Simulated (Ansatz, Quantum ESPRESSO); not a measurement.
# Lattice dynamics of AlN (F-43m) in two programs

Aim: the phonon dispersion of AlN (F-43m), checked by a second program.

Method: DFT PBE, scalar-relativistic, plane waves, GBRV ultrasoft pseudopotentials, in Quantum ESPRESSO 7.5.

### Step 1. Set-up

It takes space group F-43m (No. 216, cubic). Conventional cell: a = 4.368 Å, b = 4.368 Å, c = 4.368 Å, α = 90.00°, β = 90.00°, γ = 90.00°. Nearest to Al lie 4 N at 1.89 Å. N has 4 Al at 1.89 Å nearest. Farther neighbours and most contacts between anions are not listed.

### Step 2. A first look

A cheap run with smearing and empty bands tells whether the crystal has a gap, which decides between fixed occupations and smearing later on.

File probe.in:

```
&control
   calculation = 'scf'
   prefix = 'x'
   outdir = './tmp'
   pseudo_dir = './pseudo'
   tprnfor = .true.
   tstress = .true.
   verbosity = 'high'
/
&system
   ibrav = 2
   celldm(1) = 8.25429937
   nat = 2
   ntyp = 2
   ecutwfc = 45.0
   ecutrho = 270.0
   occupations = 'smearing'
   smearing = 'gaussian'
   degauss = 0.01
/
&electrons
   conv_thr = 1.0d-07
   mixing_beta = 0.7
   electron_maxstep = 100
/
ATOMIC_SPECIES
 Al     26.9815  Al.upf
 N      14.0070  N.upf
ATOMIC_POSITIONS crystal
 Al     0.000000000   0.000000000   0.000000000
 N      0.750000000   0.750000000   0.750000000
K_POINTS automatic
 8 8 8 0 0 0
```

Run with:

```
$ OMP_NUM_THREADS=1 mpirun -n 2 pw.x -nk 2 -in probe.in > probe.out
```

Log:

```text
[banners, grids, parts of the stress and lines that vanish by symmetry left out]
Program PWSCF v.7.5
     bravais-lattice index     =            2
     lattice parameter (alat)  =       8.2543  a.u.
[...]
kinetic-energy cutoff     =      45.0000  Ry
     charge density cutoff     =     270.0000  Ry
     scf convergence threshold =      1.0E-07
[...]
Exchange-correlation= SLA  PW   PBE  PBE
                           (   1   4   3   4   0   0   0)
[...]
24 Sym. Ops. (no inversion) found
[...]
(     0          1          0      )
                  (     0          0          1      )
[...]
(  0.0000000  1.0000000  0.0000000 )
                  (  0.0000000  0.0000000  1.0000000 )
[...]
(     1          0         -1      )
                  (     0          0         -1      )
[...]
(  0.0000000  1.0000000  0.0000000 )
[...]
(    -1          0          1      )
                  (    -1          0          0      )
[...]
(  0.0000000  0.0000000  1.0000000 )
                  (  0.0000000 -1.0000000  0.0000000 )
[...]
number of k points=    29  Gaussian smearing, width (Ry)=  0.0100
[...]
End of self-consistent calculation
[...]
the Fermi energy is     9.3502 ev
!    total energy              =     -27.04705338 Ry
[...]
convergence has been achieved in   8 iterations
[...]
atom    1 type  1   force =     0.00000000    0.00000000   -0.00000000
     atom    2 type  2   force =     0.00000000    0.00000000   -0.00000000
[...]
Total force =     0.000000     Total SCF correction =     0.000000
[...]
total   stress  (Ry/bohr**3)                   (kbar)     P=       53.54
[...]
XML data file, charge density, pseudopotentials, collected wavefunctions

   JOB DONE.
```

The job ended after 2.1 s (2 MPI ranks of Intel Xeon Platinum 8488C (Sapphire Rapids), shared host; 3.7 s of CPU time).

Read from the output:

```yaml
volume_per_atom: 10.42 Å³
pressure: 5.354 GPa
gap_on_the_k_mesh: 3.312 eV
```

A gap of 3.3 eV opens on this mesh, so the crystal is taken as an insulator; the start stands at 5.4 GPa.

### Step 3. Relaxation

The relaxation runs at a cutoff a fifth above that of the response, since stress converges more slowly with the basis than frequencies do. Forces and stress are brought to rest with tight thresholds.

File relax.in:

```
&control
   calculation = 'vc-relax'
   prefix = 'x'
   outdir = './tmp'
   pseudo_dir = './pseudo'
   tprnfor = .true.
   tstress = .true.
   forc_conv_thr = 2.0d-05
   etot_conv_thr = 1.0d-07
   nstep = 40
/
&system
   ibrav = 2
   celldm(1) = 8.25429937
   nat = 2
   ntyp = 2
   ecutwfc = 54
   ecutrho = 324.0
   occupations = 'fixed'
   nbnd = 6
/
&electrons
   conv_thr = 1.0d-11
   mixing_beta = 0.7
   electron_maxstep = 100
/
&ions
/
&cell
   press_conv_thr = 0.2
/
ATOMIC_SPECIES
 Al     26.9815  Al.upf
 N      14.0070  N.upf
ATOMIC_POSITIONS crystal
 Al     0.000000000   0.000000000   0.000000000
 N      0.750000000   0.750000000   0.750000000
K_POINTS automatic
 8 8 8 0 0 0
```

Run with:

```
$ OMP_NUM_THREADS=1 mpirun -n 2 pw.x -nk 2 -in relax.in > relax.out
```

Log:

```text
[banners, grids, parts of the stress and lines that vanish by symmetry left out]
[banner, memory and clock lines left out]
Program PWSCF v.7.5

[...]
kinetic-energy cutoff     =      54.0000  Ry
     charge density cutoff     =     324.0000  Ry
     scf convergence threshold =      1.0E-11
[...]
energy convergence thresh.=      1.0E-07
     force convergence thresh. =      2.0E-05
     press convergence thresh. =      2.0E-01
     Exchange-correlation= SLA  PW   PBE  PBE
                           (   1   4   3   4   0   0   0)
[...]
24 Sym. Ops. (no inversion) found
[...]
number of k points=    29
[...]
End of self-consistent calculation
[...]
highest occupied, lowest unoccupied level (ev):     6.9634   10.2755
!    total energy              =     -27.04731948 Ry
[...]
convergence has been achieved in  13 iterations
[...]
atom    1 type  1   force =    -0.00000000    0.00000000   -0.00000000
     atom    2 type  2   force =     0.00000000    0.00000000    0.00000000
     Total force =     0.000000     Total SCF correction =     0.000000
[...]
total   stress  (Ry/bohr**3)                   (kbar)     P=       52.45
[...]
number of bfgs steps    =   0
[...]
CELL_PARAMETERS (alat=  8.25429937)
[...]
ATOMIC_POSITIONS (crystal)
Al              -0.0000000000       -0.0000000000        0.0000000000
N                0.7500000000        0.7500000000        0.7500000000
[...]
New effective cutoffs (rho, wfc):  316.49   53.05
[...]
End of self-consistent calculation
[...]
highest occupied, lowest unoccupied level (ev):     6.6885    9.9868
!    total energy              =     -27.04796042 Ry
[...]
convergence has been achieved in   8 iterations
[...]
atom    1 type  1   force =     0.00000000    0.00000000    0.00000000
     atom    2 type  2   force =     0.00000000    0.00000000    0.00000000
     Total force =     0.000000     Total SCF correction =     0.000000
[...]
total   stress  (Ry/bohr**3)                   (kbar)     P=       -1.57
[...]
number of bfgs steps    =   1
[...]
CELL_PARAMETERS (alat=  8.25429937)
[...]
ATOMIC_POSITIONS (crystal)
Al              -0.0000000000       -0.0000000000        0.0000000000
N                0.7500000000        0.7500000000        0.7500000000
[...]
New effective cutoffs (rho, wfc):  316.66   53.07
[...]
End of self-consistent calculation
[...]
highest occupied, lowest unoccupied level (ev):     6.6965    9.9953
!    total energy              =     -27.04796105 Ry
[...]
convergence has been achieved in   7 iterations
[...]
atom    1 type  1   force =     0.00000000   -0.00000000    0.00000000
     atom    2 type  2   force =     0.00000000    0.00000000   -0.00000000
     Total force =     0.000000     Total SCF correction =     0.000000
[...]
total   stress  (Ry/bohr**3)                   (kbar)     P=       -0.06
[...]
number of bfgs steps    =   2
[...]
small trust_radius: resetting bfgs history
[...]
CELL_PARAMETERS (alat=  8.25429937)
[...]
ATOMIC_POSITIONS (crystal)
Al               0.0000000000        0.0000000000        0.0000000000
N                0.7500000000        0.7500000000        0.7500000000
[...]
New effective cutoffs (rho, wfc):  316.67   53.07
[...]
End of self-consistent calculation
[...]
highest occupied, lowest unoccupied level (ev):     6.6968    9.9956
!    total energy              =     -27.04796105 Ry
[...]
convergence has been achieved in   5 iterations
[...]
atom    1 type  1   force =     0.00000000    0.00000000    0.00000000
     atom    2 type  2   force =    -0.00000000    0.00000000   -0.00000000
     Total force =     0.000000     Total SCF correction =     0.000000
[...]
total   stress  (Ry/bohr**3)                   (kbar)     P=       -0.00
[...]
bfgs converged in   4 scf cycles and   3 bfgs steps
[...]
End of BFGS Geometry Optimization
     Final enthalpy           =     -27.0479610501 Ry
     File ./tmp/x.bfgs deleted, as requested
[...]
CELL_PARAMETERS (alat=  8.25429937)
[...]
ATOMIC_POSITIONS (crystal)
Al               0.0000000000        0.0000000000        0.0000000000
N                0.7500000000        0.7500000000        0.7500000000
[...]
Final scf calculation at the relaxed structure.
[...]
kinetic-energy cutoff     =      54.0000  Ry
     charge density cutoff     =     324.0000  Ry
     scf convergence threshold =      1.0E-13
[...]
press convergence thresh. =      2.0E-01
     Exchange-correlation= SLA  PW   PBE  PBE
                           (   1   4   3   4   0   0   0)
[...]
24 Sym. Ops. (no inversion) found
[...]
number of k points=    29
[...]
c_bands:  1 eigenvalues not converged
[...]
End of self-consistent calculation
[...]
highest occupied, lowest unoccupied level (ev):     6.6969    9.9956
!    total energy              =     -27.04799159 Ry
[...]
convergence has been achieved in  19 iterations
[...]
atom    1 type  1   force =    -0.00000000    0.00000000   -0.00000000
     atom    2 type  2   force =     0.00000000   -0.00000000    0.00000000
     Total force =     0.000000     Total SCF correction =     0.000000
[...]
total   stress  (Ry/bohr**3)                   (kbar)     P=        0.01
[...]
XML data file, charge density, pseudopotentials, collected wavefunctions
```

The job ended after 9 s (2 MPI ranks; 18 s of CPU time).

The steps of the relaxation:

| step | energy less that of the first step (eV) | largest force (eV/Å) | pressure (GPa) | volume (Å³) |
| --- | --- | --- | --- | --- |
| 1 | 0.0000 | 0.0000 | 5.25 | 20.83 |
| 2 | -0.0087 | 0.0000 | -0.16 | 21.40 |
| 3 | -0.0087 | 0.0000 | -0.01 | 21.38 |
| 4 | -0.0087 | 0.0000 | 0.00 | 21.38 |
| 5 | -0.0091 | 0.0000 | 0.00 | 21.38 |

| conventional cell, symmetrised | before | after | change |
| --- | --- | --- | --- |
| a (Å) | 4.368 | 4.406 | +0.9 % |
| b (Å) | 4.368 | 4.406 | +0.9 % |
| c (Å) | 4.368 | 4.406 | +0.9 % |
| volume (Å³/atom) | 10.42 | 10.69 | +2.6 % |

Final coordinates:

```cif
data_structure
_symmetry_space_group_name_H-M 'P 1'
_symmetry_Int_Tables_number 1
_cell_length_a 3.1153
_cell_length_b 3.1153
_cell_length_c 3.1153
_cell_angle_alpha 60.000
_cell_angle_beta 60.000
_cell_angle_gamma 60.000
_cell_volume 21.38
loop_
_atom_site_label
_atom_site_type_symbol
_atom_site_fract_x
_atom_site_fract_y
_atom_site_fract_z
_atom_site_occupancy
Al1 Al 0.00000 0.00000 0.00000 1
N2 N 0.75000 0.75000 0.75000 1
```

The last row of the table of steps is pw.x's closing run on a basis chosen anew for the final cell, so its energy can jump.

Numbers from this step:

```yaml
volume_per_atom: 10.69 Å³
pressure: 0.001 GPa
gap_on_the_k_mesh: 3.299 eV
```

The volume changes by +2.6 % from the cell with which this run began.

### Step 4. Self-consistent run for the response

The response is built on this ground state, so it is converged far tighter than an energy would need. With a gap, occupations are fixed, which also allows the response to an electric field.

File scf.in:

```
&control
   calculation = 'scf'
   prefix = 'x'
   outdir = './tmp'
   pseudo_dir = './pseudo'
   tprnfor = .true.
   tstress = .true.
/
&system
   ibrav = 2
   celldm(1) = 8.32562461
   nat = 2
   ntyp = 2
   ecutwfc = 45.0
   ecutrho = 270.0
   occupations = 'fixed'
   nbnd = 6
/
&electrons
   conv_thr = 1.0d-12
   mixing_beta = 0.7
   electron_maxstep = 100
/
ATOMIC_SPECIES
 Al     26.9815  Al.upf
 N      14.0070  N.upf
ATOMIC_POSITIONS crystal
 Al     0.000000000   0.000000000   0.000000000
 N      0.750000000   0.750000000   0.750000000
K_POINTS automatic
 8 8 8 0 0 0
```

Run with:

```
$ OMP_NUM_THREADS=1 mpirun -n 2 pw.x -nk 2 -in scf.in > scf.out
```

Log:

```text
[banners, grids, parts of the stress and lines that vanish by symmetry left out]
[banner, memory and clock lines left out]
Program PWSCF v.7.5

[...]
kinetic-energy cutoff     =      45.0000  Ry
     charge density cutoff     =     270.0000  Ry
     scf convergence threshold =      1.0E-12
[...]
Exchange-correlation= SLA  PW   PBE  PBE
                           (   1   4   3   4   0   0   0)
[...]
24 Sym. Ops. (no inversion) found
[...]
number of k points=    29
[...]
End of self-consistent calculation
[...]
highest occupied, lowest unoccupied level (ev):     6.6970    9.9957
!    total energy              =     -27.04773156 Ry
[...]
convergence has been achieved in  16 iterations
[...]
atom    1 type  1   force =     0.00000000    0.00000000    0.00000000
     atom    2 type  2   force =    -0.00000000    0.00000000   -0.00000000
     Total force =     0.000000     Total SCF correction =     0.000000
[...]
total   stress  (Ry/bohr**3)                   (kbar)     P=        1.06
[...]
XML data file, charge density, pseudopotentials, collected wavefunctions
```

It took 2.5 s on 2 MPI ranks.

Read from the output:

```
pressure : 0.1060 GPa
```

The cell stands at 0.11 GPa, close enough for phonons.

[end of part 1 of 4]

[Host names and launcher messages were left out of these logs when they were recorded.]

[Logs are printed without paths, hosts, clocks, repeated set-up lines and the standing remarks that a program may print on its own settings, such as how far it seeks lower states.]

[Hosts, paths, dates, database ids (printed as entryN), source tags and the programs' standing remarks are cut or masked in the printed files.]
